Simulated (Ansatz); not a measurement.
# Amorphous SnO2 (72 atoms) under strain, part 3 of 4

How stiff is amorphous SnO2 (72 atoms), and how do its levels respond to strain?

Ansatz 0.2.0; Kohn-Sham DFT, r2SCAN, PAW (set soft_2), plane waves.

The cell: 24 Sn and 48 O. The quench rate of 50 K/ps is orders of magnitude faster than experiment. The network of bonds at the start is that of the classical potential that made the cell. Only the Γ point is sampled.

So far. Step 8 (Volume +6 %): The relaxation converged after 7 steps, 0.761 eV below its start, with a largest force component of 0.037 eV/Å. Step 8 (Volume +6 %): Volume +6 %: the energy stands 0.987 eV above that of the reference, at a pressure of -5.36 GPa.

## 9. Volume -10 %

The relaxed cell is scaled to another volume.

The input, input.yaml:

```yaml
crystal:
  lattice:
    - [9.34, 0.01784, 0.13219]
    - [0.01784, 9.43748, -0.25569]
    - [0.13219, -0.25569, 9.56142]
  atoms:
    [... the 72 atom lines of step 4 ...]
kpoints:
  mp_grid: { grid: [1, 1, 1] }
hamiltonian:
  xc: r2scan
scf:
  occupations: { method: fermi_dirac, width: 0.05 }
output:
  forces: true
  eigenvalues: true
  stress: true
relax:
  f_tol: 0.05
  max_steps: 70
```

On the command line:

```
$ ansatz run input.yaml --threads 4 --pin off --max-ram 8192MiB --backend cpu --events-out ev --progress --plain --runs-dir out
```

Numbers of over 12 decimals in the logs are rounded to 6 here.

Output:

```text
[...]
Crystal: 72 atoms, lattice volume = 842.022 Å³
Basis set: ecut = 500 eV, 21345 PW (Γ), exchange–correlation on 288×288×288 points (64 copies of the dense FFT grid, shifted against one another)
Bands: 384, of which v1, the nominal top of the filled ones, is band 312 counted from 1 (311 counted from 0)
Symmetry: 1 space group operations
[...]
k-points: 1
[...]
SCF iter   1: F=—  HF=-172200.882101 eV  |F-HF|=—  |Δ(HF+E_count)|=         —  Δρ=1.18e-2  dr2=9.90e-1  dr2_τ=4.44e0  ethr=1.77e-3  ⟨swp⟩=5.0  Hψ=1641  notcnv=0  defer=48
[...]
SCF iter   6: F=—  HF=-172202.471617 eV  |F-HF|=—  |Δ(HF+E_count)|=   1.12e-4  Δρ=1.04e-4  dr2=7.27e-5  dr2_τ=1.10e-5  ethr=3.36e-8  ⟨swp⟩=2.0  Hψ=507  notcnv=0  defer=64
SCF iter   7: F=-172202.471608 eV  HF=-172202.471607 eV  |F-HF|=7.88e-7  |Δ(HF+E_count)|=   9.82e-6  Δρ=1.93e-5  dr2=2.50e-6  dr2_τ=3.29e-7  ethr=1.00e-8  ⟨swp⟩=13.0  Hψ=1900  notcnv=0
SCF 1 converged in 7 iterations: F = -172202.471608 eV  dr2 = 2.50e-6
[...]
relax step   1: F+E_penalty+E_count = -172202.47160765 eV  Δ(F+E_penalty+E_count) = +0.000e0 eV  max|allowed force component| = 1.638e0 eV/Å  Δτ_max = 0.0000 Å  (7 SCF iters, dr2 threshold 6.25e-5 eV, accepted)
[...]
relax step   2: F+E_penalty+E_count = -172204.34618061 eV  Δ(F+E_penalty+E_count) = -1.875e0 eV  max|allowed force component| = 8.361e-1 eV/Å  Δτ_max = 0.1866 Å  (7 SCF iters, dr2 threshold 1.00e-4 eV, accepted)
[...]
relax step   3: F+E_penalty+E_count = -172204.80706836 eV  Δ(F+E_penalty+E_count) = -4.609e-1 eV  max|allowed force component| = 4.680e-1 eV/Å  Δτ_max = 0.0980 Å  (7 SCF iters, dr2 threshold 4.37e-5 eV, accepted)
relax step   4: F+E_penalty+E_count = -172205.21386052 eV  Δ(F+E_penalty+E_count) = -4.068e-1 eV  max|allowed force component| = 2.926e-1 eV/Å  Δτ_max = 0.2000 Å  (7 SCF iters, dr2 threshold 5.71e-5 eV, accepted)
relax step   5: F+E_penalty+E_count = -172205.49925342 eV  Δ(F+E_penalty+E_count) = -2.854e-1 eV  max|allowed force component| = 2.717e-1 eV/Å  Δτ_max = 0.2000 Å  (7 SCF iters, dr2 threshold 2.68e-5 eV, accepted)
relax step   6: F+E_penalty+E_count = -172205.75713526 eV  Δ(F+E_penalty+E_count) = -2.579e-1 eV  max|allowed force component| = 4.286e-1 eV/Å  Δτ_max = 0.1934 Å  (7 SCF iters, dr2 threshold 2.89e-5 eV, accepted)
relax step   7: F+E_penalty+E_count = -172205.98559671 eV  Δ(F+E_penalty+E_count) = -2.285e-1 eV  max|allowed force component| = 5.249e-1 eV/Å  Δτ_max = 0.1950 Å  (7 SCF iters, dr2 threshold 1.00e-4 eV, accepted)
relax step   8: F+E_penalty+E_count = -172206.16228739 eV  Δ(F+E_penalty+E_count) = -1.767e-1 eV  max|allowed force component| = 2.692e-1 eV/Å  Δτ_max = 0.2000 Å  (7 SCF iters, dr2 threshold 1.00e-4 eV, accepted)
relax step   9: F+E_penalty+E_count = -172206.16345878 eV  Δ(F+E_penalty+E_count) = -1.171e-3 eV  max|allowed force component| = 3.174e-1 eV/Å  Δτ_max = 0.2000 Å  (7 SCF iters, dr2 threshold 1.91e-5 eV, accepted)
relax step  10: F+E_penalty+E_count = -172206.21218089 eV  Δ(F+E_penalty+E_count) = -4.872e-2 eV  max|allowed force component| = 1.470e-1 eV/Å  Δτ_max = 0.2000 Å  (7 SCF iters, dr2 threshold 2.65e-5 eV, accepted)
relax step  11: F+E_penalty+E_count = -172206.18700068 eV  Δ(F+E_penalty+E_count) = +2.518e-2 eV  max|allowed force component| = 4.956e-1 eV/Å  Δτ_max = 0.1820 Å  (8 SCF iters, dr2 threshold 4.63e-6 eV, rejected (line search))
relax step  12: F+E_penalty+E_count = -172206.25445900 eV  Δ(F+E_penalty+E_count) = -4.228e-2 eV  max|allowed force component| = 1.059e-1 eV/Å  Δτ_max = 0.0910 Å  (9 SCF iters, accepted)
relax step  13: F+E_penalty+E_count = -172206.26983284 eV  Δ(F+E_penalty+E_count) = -1.537e-2 eV  max|allowed force component| = 3.747e-1 eV/Å  Δτ_max = 0.0975 Å  (9 SCF iters, accepted)
relax step  14: F+E_penalty+E_count = -172206.31512760 eV  Δ(F+E_penalty+E_count) = -4.529e-2 eV  max|allowed force component| = 1.299e-1 eV/Å  Δτ_max = 0.1500 Å  (6 SCF iters, dr2 threshold 7.29e-5 eV, accepted)
relax step  15: F+E_penalty+E_count = -172206.37384429 eV  Δ(F+E_penalty+E_count) = -5.872e-2 eV  max|allowed force component| = 1.105e-1 eV/Å  Δτ_max = 0.2000 Å  (10 SCF iters, accepted)
relax step  16: F+E_penalty+E_count = -172206.33240087 eV  Δ(F+E_penalty+E_count) = +4.144e-2 eV  max|allowed force component| = 8.087e-1 eV/Å  Δτ_max = 0.1959 Å  (10 SCF iters, rejected (line search))
relax step  17: F+E_penalty+E_count = -172206.40820623 eV  Δ(F+E_penalty+E_count) = -3.436e-2 eV  max|allowed force component| = 4.734e-2 eV/Å  Δτ_max = 0.0980 Å  (9 SCF iters, accepted)
relax step  18: F+E_penalty+E_count = -172206.40628227 eV  Δ(F+E_penalty+E_count) = +1.924e-3 eV  max|allowed force component| = 1.881e-1 eV/Å  Δτ_max = 0.0607 Å  (9 SCF iters, rejected (line search))
relax step  19: F+E_penalty+E_count = -172206.41251960 eV  Δ(F+E_penalty+E_count) = -4.313e-3 eV  max|allowed force component| = 6.348e-2 eV/Å  Δτ_max = 0.0299 Å  (8 SCF iters, accepted)
[...]
relax step  20: F+E_penalty+E_count = -172206.41375108 eV  Δ(F+E_penalty+E_count) = -1.231e-3 eV  max|allowed force component| = 3.391e-2 eV/Å  Δτ_max = 0.0228 Å  (8 SCF iters, accepted)
[...]
SCF iter   2: F=-172206.413751 eV  HF=-172206.413751 eV  |F-HF|=1.02e-9  |Δ(HF+E_count)|=   4.51e-9  Δρ=8.95e-7  dr2=6.54e-9  dr2_τ=1.88e-9  ethr=8.00e-12  ⟨swp⟩=4.0  Hψ=999  notcnv=0
SCF 21 converged in 2 iterations: F = -172206.413751 eV  dr2 = 6.54e-9
SCF converged after 2 iterations
Free energy (F): -172206.413751 eV
[...]
Internal energy: -172206.413746 eV  (E = F + TS)
E sigma→0 (E₀):  -172206.413749 eV
Entropy (-TS):   -0.000005 eV (-0.000 meV/atom)
Fermi energy:    10.372545 eV
[...]
Σ components = -172206.413751   (vs F -172206.413751, Δ=0.00e0)
--- Forces (eV/Å), atoms counted from 1 ---
  atom   1  Sn    -0.00334277    -0.00328844    -0.01062239
  atom   2  Sn    -0.00510417    -0.00493217     0.00066095
  atom   3  Sn    -0.00011035    -0.00483385     0.00181878
  atom   4  Sn     0.00619273     0.00200853     0.01345005
[...]
atom  72  O     -0.00188082    -0.00396819    -0.00456763
  max |Σ_I F_I| component: 1.02e-4 eV/Å
--- Stress (GPa, compression-positive) ---
        9.137738       1.373025       0.664250
        1.373025       9.570750      -1.203578
        0.664251      -1.203579      12.082403
  P = ⅓ Tr σ = 10.2636 GPa (102.636 kbar)
--- Band table (eV) ---
[...]
--- Relaxed structure (20 steps of the walk, 17 accepted, 0 SCFs on fresh bases) ---
  F+E_penalty+E_count = -172206.41375108 eV   max|allowed force component| = 3.391e-2 eV/Å
  atoms:
    - { symbol: Sn, position: [0.718286, 0.687608, 0.332157] }
    - { symbol: Sn, position: [0.065553, 0.278259, 0.460887] }
    - { symbol: Sn, position: [0.531031, 0.164056, 0.072333] }
    - { symbol: Sn, position: [0.748178, 0.459384, 0.565580] }
[...]
- { symbol: O, position: [0.215864, 0.375217, 0.349635] }
```

Elapsed: 5.5 min, on 4 threads of Intel Xeon Platinum 8488C (Sapphire Rapids), shared host; peak memory 2.5 GiB; 21 min of CPU time.

The relaxation converged after 20 steps, 3.94 eV below its start, with a largest force component of 0.034 eV/Å.

Volume -10 %: the energy stands 2.73 eV above that of the reference, at a pressure of 10.3 GPa.

## 10. Stretched by 1 % along x

The relaxed cell is strained along x alone, which gives the stiffness along x and its coupling to y and z.

input.yaml, the sections that differ from step 9:

```yaml
crystal:
  lattice:
    - [9.77059, 0.01848, 0.13692]
    - [0.01866, 9.77482, -0.26483]
    - [0.13829, -0.26483, 9.90318]
  atoms:
    [... the 72 atom lines of step 4 ...]
# kpoints, hamiltonian, scf, output, relax: as in step 9
```

Output:

```text
[...]
Crystal: 72 atoms, lattice volume = 944.936 Å³
Basis set: ecut = 500 eV, 23971 PW (Γ), exchange–correlation on 288×288×300 points (64 copies of the dense FFT grid, shifted against one another)
Bands: 384, of which v1, the nominal top of the filled ones, is band 312 counted from 1 (311 counted from 0)
Symmetry: 1 space group operations
[...]
k-points: 1
[...]
SCF iter   1: F=—  HF=-172207.956390 eV  |F-HF|=—  |Δ(HF+E_count)|=         —  Δρ=1.17e-2  dr2=1.17e0  dr2_τ=3.20e0  ethr=1.77e-3  ⟨swp⟩=5.0  Hψ=1411  notcnv=0  defer=41
[...]
SCF iter   7: F=-172209.053030 eV  HF=-172209.053033 eV  |F-HF|=2.38e-6  |Δ(HF+E_count)|=   1.53e-5  Δρ=3.34e-5  dr2=8.92e-6  dr2_τ=1.09e-6  ethr=1.00e-8  ⟨swp⟩=11.0  Hψ=1921  notcnv=0
SCF 1 converged in 7 iterations: F = -172209.053030 eV  dr2 = 8.92e-6
[...]
relax step   1: F+E_penalty+E_count = -172209.05303026 eV  Δ(F+E_penalty+E_count) = +0.000e0 eV  max|allowed force component| = 2.543e-1 eV/Å  Δτ_max = 0.0000 Å  (7 SCF iters, dr2 threshold 6.25e-5 eV, accepted)
[...]
relax step   2: F+E_penalty+E_count = -172209.07610383 eV  Δ(F+E_penalty+E_count) = -2.307e-2 eV  max|allowed force component| = 1.449e-1 eV/Å  Δτ_max = 0.0321 Å  (7 SCF iters, dr2 threshold 4.04e-6 eV, accepted)
[...]
relax step   3: F+E_penalty+E_count = -172209.08312202 eV  Δ(F+E_penalty+E_count) = -7.018e-3 eV  max|allowed force component| = 4.125e-2 eV/Å  Δτ_max = 0.0082 Å  (7 SCF iters, accepted)
[...]
SCF iter   2: F=-172209.083122 eV  HF=-172209.083122 eV  |F-HF|=1.04e-8  |Δ(HF+E_count)|=   1.70e-8  Δρ=1.34e-6  dr2=1.37e-8  dr2_τ=9.86e-10  ethr=5.90e-12  ⟨swp⟩=3.0  Hψ=846  notcnv=0
SCF 4 converged in 2 iterations: F = -172209.083122 eV  dr2 = 1.37e-8
SCF converged after 2 iterations
Free energy (F): -172209.083122 eV
[...]
Internal energy: -172209.082942 eV  (E = F + TS)
E sigma→0 (E₀):  -172209.083032 eV
Entropy (-TS):   -0.000180 eV (-0.003 meV/atom)
Fermi energy:    8.428607 eV
[...]
--- Forces (eV/Å), atoms counted from 1 ---
  atom   1  Sn     0.00192976    -0.00927188    -0.01313934
  atom   2  Sn     0.00274197     0.01800461     0.00635478
  atom   3  Sn    -0.00038389     0.00658058     0.00483251
  atom   4  Sn     0.00069734     0.01792344     0.01314614
  atom   5  Sn    -0.02094779     0.01839152    -0.01357266
  atom   6  Sn     0.01290992     0.01147892    -0.00399716
  atom   7  Sn    -0.01602304     0.04124242    -0.00508828
  atom   8  Sn    -0.00513873    -0.01018646    -0.00438888
  atom   9  Sn     0.00982675    -0.00135648    -0.01559523
  atom  10  Sn    -0.00026308     0.00905501     0.01577034
  atom  11  Sn    -0.01303147    -0.02524093    -0.01984765
  atom  12  Sn    -0.00031748    -0.00043382    -0.02697544
  atom  13  Sn    -0.01249953     0.02015765     0.01669865
  atom  14  Sn     0.00094441    -0.01127931    -0.00089480
[...]
atom  71  O      0.00689562     0.01317454     0.00127748
  atom  72  O     -0.00721281     0.00975648    -0.00071351
  max |Σ_I F_I| component: 5.19e-5 eV/Å
--- Stress (GPa, compression-positive) ---
       -2.041751       0.156512       0.004063
        0.156513      -0.956983       0.013826
        0.004062       0.013826      -0.936604
  P = ⅓ Tr σ = -1.3118 GPa (-13.118 kbar)
--- Band table (eV) ---
[...]
--- Relaxed structure (3 steps of the walk, 3 accepted, 0 SCFs on fresh bases) ---
  F+E_penalty+E_count = -172209.08312202 eV   max|allowed force component| = 4.125e-2 eV/Å
  atoms:
    - { symbol: Sn, position: [0.731548, 0.673608, 0.334421] }
    - { symbol: Sn, position: [0.043761, 0.220364, 0.425385] }
    - { symbol: Sn, position: [0.516926, 0.172259, 0.072690] }
    - { symbol: Sn, position: [0.765433, 0.470756, 0.577817] }
[...]
- { symbol: O, position: [0.189048, 0.358266, 0.365779] }
```

It took 63 s on 4 threads; peak memory 2.6 GiB.

The relaxation converged after 3 steps, 0.0301 eV below its start, with a largest force component of 0.041 eV/Å.

Stretched by 1 % along x: the energy stands 0.0584 eV above that of the reference, at a pressure of -1.31 GPa.

## 11. Compressed by 1 % along x

The relaxed cell is strained along x alone, which gives the stiffness along x and its coupling to y and z.

input.yaml, the sections that differ from step 10:

```yaml
crystal:
  lattice:
    - [9.57711, 0.01848, 0.13692]
    - [0.0183, 9.77482, -0.26483]
    - [0.13555, -0.26483, 9.90318]
  atoms:
    [... the 72 atom lines of step 4 ...]
# kpoints, hamiltonian, scf, output, relax: as in step 10
```

Output:

```text
[...]
Crystal: 72 atoms, lattice volume = 926.224 Å³
Basis set: ecut = 500 eV, 23497 PW (Γ), exchange–correlation on 288×288×300 points (64 copies of the dense FFT grid, shifted against one another)
Bands: 384, of which v1, the nominal top of the filled ones, is band 312 counted from 1 (311 counted from 0)
Symmetry: 1 space group operations
[...]
k-points: 1
[...]
SCF iter   1: F=—  HF=-172207.878168 eV  |F-HF|=—  |Δ(HF+E_count)|=         —  Δρ=1.17e-2  dr2=1.13e0  dr2_τ=3.38e0  ethr=1.77e-3  ⟨swp⟩=5.0  Hψ=1410  notcnv=0  defer=42
[...]
SCF iter   6: F=—  HF=-172209.049615 eV  |F-HF|=—  |Δ(HF+E_count)|=   1.69e-4  Δρ=1.28e-4  dr2=1.36e-4  dr2_τ=1.82e-5  ethr=5.31e-8  ⟨swp⟩=2.0  Hψ=506  notcnv=0  defer=64
SCF iter   7: F=-172209.049597 eV  HF=-172209.049599 eV  |F-HF|=1.74e-6  |Δ(HF+E_count)|=   1.60e-5  Δρ=3.13e-5  dr2=7.44e-6  dr2_τ=9.52e-7  ethr=1.00e-8  ⟨swp⟩=11.0  Hψ=2025  notcnv=0
SCF 1 converged in 7 iterations: F = -172209.049597 eV  dr2 = 7.44e-6
[...]
relax step   1: F+E_penalty+E_count = -172209.04959728 eV  Δ(F+E_penalty+E_count) = +0.000e0 eV  max|allowed force component| = 2.813e-1 eV/Å  Δτ_max = 0.0000 Å  (7 SCF iters, dr2 threshold 6.25e-5 eV, accepted)
[...]
relax step   2: F+E_penalty+E_count = -172209.07429459 eV  Δ(F+E_penalty+E_count) = -2.470e-2 eV  max|allowed force component| = 1.253e-1 eV/Å  Δτ_max = 0.0335 Å  (7 SCF iters, dr2 threshold 4.95e-6 eV, accepted)
[...]
relax step   3: F+E_penalty+E_count = -172209.08105457 eV  Δ(F+E_penalty+E_count) = -6.760e-3 eV  max|allowed force component| = 3.950e-2 eV/Å  Δτ_max = 0.0079 Å  (7 SCF iters, accepted)
[...]
SCF iter   2: F=-172209.081055 eV  HF=-172209.081055 eV  |F-HF|=1.01e-8  |Δ(HF+E_count)|=   1.62e-8  Δρ=1.35e-6  dr2=1.35e-8  dr2_τ=9.82e-10  ethr=5.86e-12  ⟨swp⟩=3.0  Hψ=845  notcnv=0
SCF 4 converged in 2 iterations: F = -172209.081055 eV  dr2 = 1.35e-8
SCF converged after 2 iterations
Free energy (F): -172209.081055 eV
[...]
Internal energy: -172209.080981 eV  (E = F + TS)
E sigma→0 (E₀):  -172209.081018 eV
Entropy (-TS):   -0.000073 eV (-0.001 meV/atom)
Fermi energy:    8.799110 eV
[...]
Σ components = -172209.081055   (vs F -172209.081055, Δ=0.00e0)
--- Forces (eV/Å), atoms counted from 1 ---
  atom   1  Sn    -0.00155028     0.00773569     0.01090291
  atom   2  Sn    -0.01245090    -0.01823009    -0.01170345
  atom   3  Sn     0.00722862    -0.01124825     0.00187840
  atom   4  Sn    -0.00478666    -0.01731351    -0.01121600
[...]
atom  72  O      0.00926462    -0.01583265     0.00003580
  max |Σ_I F_I| component: 3.97e-5 eV/Å
--- Stress (GPa, compression-positive) ---
        2.129934      -0.152269      -0.052271
       -0.152269       0.993087      -0.006383
       -0.052271      -0.006384       0.955977
  P = ⅓ Tr σ = 1.3597 GPa (13.597 kbar)
--- Band table (eV) ---
[...]
--- Relaxed structure (3 steps of the walk, 3 accepted, 0 SCFs on fresh bases) ---
  F+E_penalty+E_count = -172209.08105457 eV   max|allowed force component| = 3.950e-2 eV/Å
  atoms:
    - { symbol: Sn, position: [0.731838, 0.672587, 0.334168] }
    - { symbol: Sn, position: [0.045230, 0.220628, 0.426106] }
    - { symbol: Sn, position: [0.516241, 0.171065, 0.071315] }
    - { symbol: Sn, position: [0.765420, 0.470341, 0.577421] }
[...]
- { symbol: O, position: [0.190994, 0.360117, 0.366160] }
```

Run time: 64 s. Hardware: 4 threads; peak memory 2.6 GiB.

The relaxation converged after 3 steps, 0.0315 eV below its start, with a largest force component of 0.040 eV/Å.

Compressed by 1 % along x: the energy stands 0.0605 eV above that of the reference, at a pressure of 1.36 GPa.

[end of part 3 of 4]

[Logs are printed without paths, hosts, clocks, repeated set-up lines and the standing remarks that a program may print on its own settings, such as how far it seeks lower states.]

[Hosts, paths, dates, database ids (printed as entryN), source tags and the programs' standing remarks are cut or masked in the printed files.]
